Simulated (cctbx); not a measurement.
# Which space group?

Cell: a = 8.2100 Å, b = 7.5390 Å, c = 9.1080 Å, α = 90.00°, β = 113.89°, γ = 90.00°. Expected content of the cell: Ho2 Br12 K2 Be2.

Simulated single-crystal data (cctbx): Mo Kα, λ = 0.71073 Å, to d = 0.8 Å, 50 % of the full sphere, strongest reflection 70000 counts, noise from counting, a 1.5 % proportional error and a noise floor of 8 counts (s.d.); no absorption.

A first pass over the reflections prints:

```text
2133 reflections to d = 0.800 A
centring   violations  <I/sigma> of those
    A        903 of  1043     26.0
    B        957 of  1082     26.9
    C        946 of  1079     26.3
    I        915 of  1063     26.1
    R       1229 of  1418     26.3
    F       1403 of  1602     26.4
Laue class    unique    Rint  (classes that these axes allow; Friedel mates merged)
P -1             1590   0.013
P 1 2/m 1        1030   0.015
space group    extra absences  I>4sigma  <I/sigma>
P 1 2 1                 0          0         -  acentric
P 1 21 1                5          0       0.2  acentric
P 1 m 1                 0          0         -  acentric
P 1 2/m 1               0          0         -  centric
P 1 21/m 1              5          0       0.2  centric
Wilson B = 1.50 A^2   <|E^2-1|> = 0.892 (0.968 centric, 0.736 acentric)   E^2>4: 3.0 %
shell (A)         n   <I/sigma>
 8.33 - 1.60    132     46.6
 1.60 - 1.27    133     42.1
 1.27 - 1.11    131     37.9
 1.11 - 1.01    122     34.7
 1.01 - 0.94    129     31.4
 0.94 - 0.88    140     27.1
 0.88 - 0.84    116     31.0
 0.84 - 0.80    127     25.1
```

Q: Read the symmetry from these tables.

Every centring test has many violations, so the lattice is primitive.

Rint stays low (0.013 to 0.015) up to P 1 2/m 1, the highest class in these axes.

5 settings pass the absence test. The most absences obeyed, 5, belong to P 1 21 1 and P 1 21/m 1, which absences can't tell apart.

⟨|E²−1|⟩ = 0.892 leans to a centrosymmetric structure. The Wilson B of 1.50 Å² means U ≈ 0.0190 Å².

The true group is P2_1/m (no. 11), Laue class 2/m, centrosymmetric. The tables only narrow the choice to the tied entries; cell content, site symmetry and trial solutions must settle it.

The model is made up (kin elements in a known structure type, no relaxation), so it says nothing on whether the phase exists.

[Logs are printed without paths, hosts, clocks, repeated set-up lines and the standing remarks that a program may print on its own settings, such as how far it seeks lower states.]
